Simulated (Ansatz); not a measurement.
# Tunnelling from Al(111) to Al(111): the current at the widest gap

Three vacuum gaps between Al(111) and Al(111) are known. What current density flows at 0.25 V across 6.5 Å?

How it was computed: Ansatz 0.2.0, plane waves with PAW datasets, PBE; a slab with two metal leads whose outer parts are reservoirs, with density and current solved under bias (Landauer, 300 K). The gap is counted from plane to plane of nuclei, and atoms stay on ideal sites.

The runs, with one result withheld:

| gap (Å) | drop between the leads' cuts at 0.25 V (V) | current density at 0.25 V (A/m²) |
| --- | --- | --- |
| 3.5 | 0.129 | 1.66×10¹⁴ |
| 4.5 | 0.219 | 4.46×10¹³ |
| 5.5 | 0.245 | 8.05×10¹² |
| 6.5 | 0.248 | ? |

**Estimate by hand.**

Tunnelling falls as exp(−βd). From 3.5 to 4.5 Å, β = ln(1.66×10¹⁴/4.46×10¹³)/1 = 1.31 Å⁻¹, and from 4.5 to 5.5 Å it is 1.71 Å⁻¹; the slope still steepens as the gap leaves contact, so the wider pair is taken. Then 8.05×10¹² × exp(−1.71 × 1). Predicted: 1.45×10¹² A/m².

**The withheld run.**

1.23×10¹² A/m², so the prediction is 18 % too high. The last step has β = 1.88 Å⁻¹, an apparent barrier ħ²β²/8m of 3.4 eV: the decay of this current is still steepening. The conductances at 0 V give β = 1.61 and 1.53 Å⁻¹ for the last two steps; at 6.5 Å that conductance times the bias is 1.6 times the current, an excess of like faces at zero bias that the bias removes, so it is the poorer guide to the barrier.

Caveats: On every other k-point the currents of these runs, at any bias, move by up to 3.2 %. A semilocal functional lacks the image potential's tail.
